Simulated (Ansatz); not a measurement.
# Decaying states in the gap of SrTiSeO2, part 3 of 3

Aim: relax a made-up compound, SrTiSeO2, and see how good a tunnel barrier it would be. It is built by putting Se for part of the O in the SrTiO3 structure of space group Pm-3m, with the volume rescaled by atomic radii. The parent structure comes from the Materials Project.

Ansatz 0.2.0; PBEsol DFT, plane waves, PAW files (the session's first sound run).

So far, gap on path (eV): step 3 (band edges) 0.778.

The structure was built from a prototype and need not be the compound's stable phase.

### 5. Complex bands, plane (100)

Level of this step: PBEsol DFT, plane waves, PAW files; complex bands by layer matching along the plane's normal (Ansatz).

The same for the (100) plane, at (0, 0), (-0.5, -0.5) and (0.5, 0), to see how the decay depends on direction.

input.yaml reads:

```yaml
crystal:
  lattice:
    - [3.994251565, 0.0, 0.0]
    - [0.0, 5.050007195, 0.0]
    - [0.0, 0.0, 3.994251565]
  atoms:
    - { symbol: Sr, position: [0.0, 0.0, 0.0] }
    - { symbol: Ti, position: [0.5, 0.5, 0.5] }
    - { symbol: O, position: [0.0, 0.5, 0.5] }
    - { symbol: Se, position: [0.5, 0.0, 0.5] }
    - { symbol: O, position: [0.5, 0.5, 0.0] }
kpoints:
  mp_grid: { grid: [6, 6, 6] }
scf:
  occupations: { method: fixed }
hamiltonian:
  xc: pbesol
output:
  eigenvalues: true
  transmission:
    leads: [[0, 0]]
    kpoints: [[0.0, 0.0], [-0.5, -0.5], [0.5, 0.0]]
    e_range: [-1.0, 1.78]
    de: 0.05
```

Run with:

```console
> ansatz run input.yaml --threads 2 --pin off --max-ram 4096MiB --backend cpu --events-out ev --progress --plain --runs-dir out
```

Numbers of over 12 decimals in the logs are rounded to 6 here.

The log of the run:

```text
[...]
Crystal: 5 atoms, lattice volume = 80.568 Å³
Basis set: ecut = 420 eV, 1577 PW (Γ)
Bands: 30, of which v1, the nominal top of the filled ones, is band 25 counted from 1 (24 counted from 0)
Symmetry: 16 space group operations
[...]
k-points: 40 of 216
[...]
SCF iter   1: F=—  HF=-12518.594073 eV  |F-HF|=—  |Δ(HF+E_count)|=         —  Δρ=1.32e-2  dr2=1.28e-1  ethr=1.77e-3  ⟨swp⟩=4.6  Hψ=4899  notcnv=0  defer=88
[...]
SCF iter   8: F=-12518.567812 eV  HF=-12518.567812 eV  |F-HF|=1.27e-8  |Δ(HF+E_count)|=   1.30e-8  Δρ=4.63e-6  dr2=3.28e-8  ethr=2.00e-10  ⟨swp⟩=9.3  Hψ=4271  notcnv=0
SCF 1 converged in 8 iterations: F = -12518.567812 eV  dr2 = 3.28e-8
[...]
transmission: 6 of 18 steps passed
transmission: 12 of 18 steps passed
transmission: 18 of 18 steps passed
SCF converged after 8 iterations
Free energy (F): -12518.567812 eV
[...]
Internal energy: -12518.567812 eV  (E = F + TS)
E sigma→0 (E₀):  -12518.567812 eV
Fermi energy:    9.326887 eV
[...]
--- Band table (eV; the first three rows and the last of 40) ---
  k-point 0: bands = [... 21 lower, 8.5183, 8.9397, 8.9397, 9.2581, 10.1048, 10.1048, 10.7649, 10.9321, ... 1 higher]
  k-point 1: bands = [... 21 lower, 8.0310, 8.1364, 8.6169, 8.9953, 10.1436, 10.8451, 11.0725, 11.2937, ... 1 higher]
  k-point 2: bands = [... 21 lower, 7.3086, 7.6543, 8.1573, 8.9018, 10.2236, 11.2107, 11.7603, 12.0930, ... 1 higher]
  k-point 39: bands = [... 21 lower, 5.9150, 9.0487, 9.0487, 9.3269, 12.2836, 12.2836, 12.9942, 13.1652, ... 1 higher]
--- Transmission ---
  basis      : 177 plane waves across, 6 finite elements along
  points     : 3, as listed
[...]
crystal 0  : Sr1O2Ti1Se1, at the sites [0, 0], period 3.9943 Å: whole cells are its period
[...]
channels       : 0.000000e0 a spin
[...]
slowest decay  : 0.1159 /Å at (0.0000, 0.0000)
```

Wall time 35 s (2 threads of Arm Neoverse V2, shared host); peak memory 0.51 GiB.

This step gave:

```yaml
decay_constant_at_the_filling_level_zone_centre: 0.1159 Å⁻¹
decay_constant_at_the_filling_level_slowest_listed_point: 0.1159 Å⁻¹
```

K parallel (0, 0); values up to 1.5 1/Å, a degenerate pair printed once or twice; energies at which all values exceed this have no row. Table of Im kz of the slowest decaying states by energy, zero at the highest filled level on the SCF mesh:

```
energy (eV)  decay 1 (Å⁻¹)  decay 2 (Å⁻¹)  decay 3 (Å⁻¹)  decay 4 (Å⁻¹)
      -1.00          0.271          0.471          0.678          0.896
      -0.90          0.311          0.481          0.670          0.861
      -0.80         0.0316         0.0351          0.370          0.491
      -0.65          0.127          0.137          0.504          0.507
      -0.55          0.158          0.169          0.434          0.512
      -0.45          0.182          0.193          0.284          0.519
      -0.35         0.0417         0.0767          0.202          0.212
      -0.25         0.0783          0.140          0.219          0.227
      -0.10          0.110          0.188          0.243          0.245
       0.00         0.0752          0.125          0.205          0.254
       0.10          0.104          0.137          0.216          0.262
       0.20          0.116          0.147          0.223          0.269
       0.30          0.119          0.155          0.227          0.274
       0.45          0.112          0.165          0.227          0.280
       0.55         0.0998          0.170          0.225          0.283
       0.65         0.0790          0.173          0.220          0.285
       0.75         0.0386          0.176          0.208          0.213
       0.85          0.177          0.204          0.287          0.341
       1.00          0.176          0.185          0.285          0.287
       1.10          0.167          0.174          0.282          0.352
       1.20          0.144          0.170          0.277          0.355
       1.30          0.113          0.163          0.269          0.357
       1.40         0.0607          0.152          0.257          0.359
       1.55          0.103          0.224          0.361          0.371
       1.65          0.194          0.349          0.362          0.486
       1.75          0.168          0.331          0.362          0.475
```

K parallel (0, 0). The Re kz of states that move upwards by energy, zero at the highest filled level on the SCF mesh:

```
energy (eV)  channel 1 (Å⁻¹)  channel 2 (Å⁻¹)  channel 3 (Å⁻¹)  channel 4 (Å⁻¹)
     -1.000           -0.415           -0.189           -0.171           -0.152
     -0.800           -0.308           -0.150                -                -
     -0.600           -0.203           -0.104                -                -
     -0.400           -0.393          -0.0455          -0.0243                -
     -0.200           -0.138                -                -                -
      0.000                -                -                -                -
      0.200                -                -                -                -
      0.400                -                -                -                -
      0.600                -                -                -                -
      0.800           0.0355            0.195                -                -
      1.000            0.121                -                -                -
      1.200            0.179                -                -                -
      1.400            0.232                -                -                -
      1.600            0.132            0.283                -                -
```

K parallel (-0.5, -0.5); values up to 1.5 1/Å, a degenerate pair printed once or twice; energies at which all values exceed this have no row. The Im kz of the slowest decaying states by energy, zero at the highest filled level on the SCF mesh:

| energy (eV) | decay 1 (Å⁻¹) | decay 2 (Å⁻¹) | decay 3 (Å⁻¹) | decay 4 (Å⁻¹) |
| --- | --- | --- | --- | --- |
| -1.000 | 0.257 | 0.689 | 0.808 | 0.919 |
| -0.800 | 0.272 | 0.688 | 0.827 | 0.900 |
| -0.600 | 0.284 | 0.685 | 0.843 | 0.879 |
| -0.400 | 0.294 | 0.680 | 0.856 | 0.857 |
| -0.200 | 0.119 | 0.142 | 0.303 | 0.675 |
| 0.000 | 0.0203 | 0.212 | 0.266 | 0.309 |
| 0.200 | 0.229 | 0.264 | 0.315 | 0.346 |
| 0.400 | 0.300 | 0.318 | 0.324 | 0.408 |
| 0.600 | 0.321 | 0.326 | 0.396 | 0.459 |
| 0.800 | 0.322 | 0.347 | 0.456 | 0.502 |
| 1.000 | 0.322 | 0.364 | 0.497 | 0.504 |
| 1.200 | 0.320 | 0.378 | 0.434 | 0.536 |
| 1.400 | 0.318 | 0.363 | 0.389 | 0.553 |
| 1.600 | 0.276 | 0.313 | 0.398 | 0.556 |

K parallel (0.5, 0); values up to 1.5 1/Å, a degenerate pair printed once or twice; energies at which all values exceed this have no row. The Im kz of the slowest decaying states by energy, zero at the highest filled level on the SCF mesh:

```
energy (eV)  decay 1 (Å⁻¹)  decay 2 (Å⁻¹)  decay 3 (Å⁻¹)  decay 4 (Å⁻¹)
      -1.00          0.180          0.246          0.487          0.901
      -0.85          0.206          0.271          0.525          0.898
      -0.70          0.225          0.291          0.556          0.895
      -0.60          0.236          0.303          0.573          0.893
      -0.45          0.250          0.319          0.596          0.889
      -0.30         0.0947          0.261          0.333          0.615
      -0.20          0.119          0.267          0.342          0.625
      -0.05          0.141          0.275          0.352          0.639
       0.00         0.0581          0.146          0.278          0.356
       0.10          0.152          0.191          0.282          0.361
       0.25          0.155          0.287          0.310          0.364
       0.40          0.151          0.290          0.392          0.664
       0.50          0.143          0.292          0.398          0.481
       0.65          0.125          0.293          0.399          0.565
       0.80         0.0920          0.293          0.403          0.571
       0.90         0.0501          0.291          0.406          0.574
       1.05          0.288          0.410          0.575          0.665
       1.20          0.282          0.414          0.574          0.658
       1.35          0.273          0.417          0.571          0.648
       1.50          0.258          0.419          0.566          0.633
       1.60          0.243          0.421          0.562          0.620
       1.75          0.205          0.423          0.554          0.592
```

K parallel (0.5, 0). The Re kz of states that move upwards by energy, zero at the highest filled level on the SCF mesh:

```csv
energy (eV),channel 1 (Å⁻¹),channel 2 (Å⁻¹)
-1.00,-0.259,0.257
-0.85,-0.210,0.299
-0.75,-0.176,0.328
-0.60,-0.120,0.376
-0.50,-0.0723,0.411
-0.35,0.471,-
-0.20,0.548,-
-0.10,0.621,-
0.00,-,-
0.05,-,-
0.20,-,-
0.30,-,-
0.45,-,-
0.55,-,-
0.70,-,-
0.85,-,-
0.95,0.0289,-
1.10,0.111,-
1.25,0.162,-
1.35,0.192,-
1.50,0.235,-
1.60,0.262,-
1.75,0.304,-
```

At the listed wavevectors the last open channel is at -0.05 eV and the next at +0.80 eV on the grid. At +0.40 eV, the grid energy nearest the filling level (the middle of the gap on the SCF mesh), the slowest state at the listed wavevectors decays with κ = 0.116 Å⁻¹, its amplitude falling by e over 8.6 Å; the first such run, plane (001), gave 0.0982 Å⁻¹.

### 6. Summary of results

| Property | Result |
| --- | --- |
| band gap | 0.778 eV |
| least decay constant at mid-gap, normal to (001) | 0.0982 Å⁻¹ |
| least decay constant at mid-gap, normal to (100) | 0.116 Å⁻¹ |

In words: With PBEsol, the slowest decay at the wavevectors tried is κ = 0.0982 Å⁻¹, normal to (001). Through such a film the transmission near mid-gap falls as exp(−2κd), a factor of ten every 12 Å. The decay depends on direction: 1.2 times faster normal to (100). A free electron under a barrier of half the gap would need a mass of 0.094 mₑ to decay at this rate. The compound is made up by substitution; its stability against other phases and against distortions of the cell's symmetry was not tested. A semilocal functional narrows gaps, so real decay constants are likely larger.

[Logs are printed without paths, hosts, clocks, repeated set-up lines and the standing remarks that a program may print on its own settings, such as how far it seeks lower states.]

[Hosts, paths, dates, database ids (printed as entryN), source tags and the programs' standing remarks are cut or masked in the printed files.]
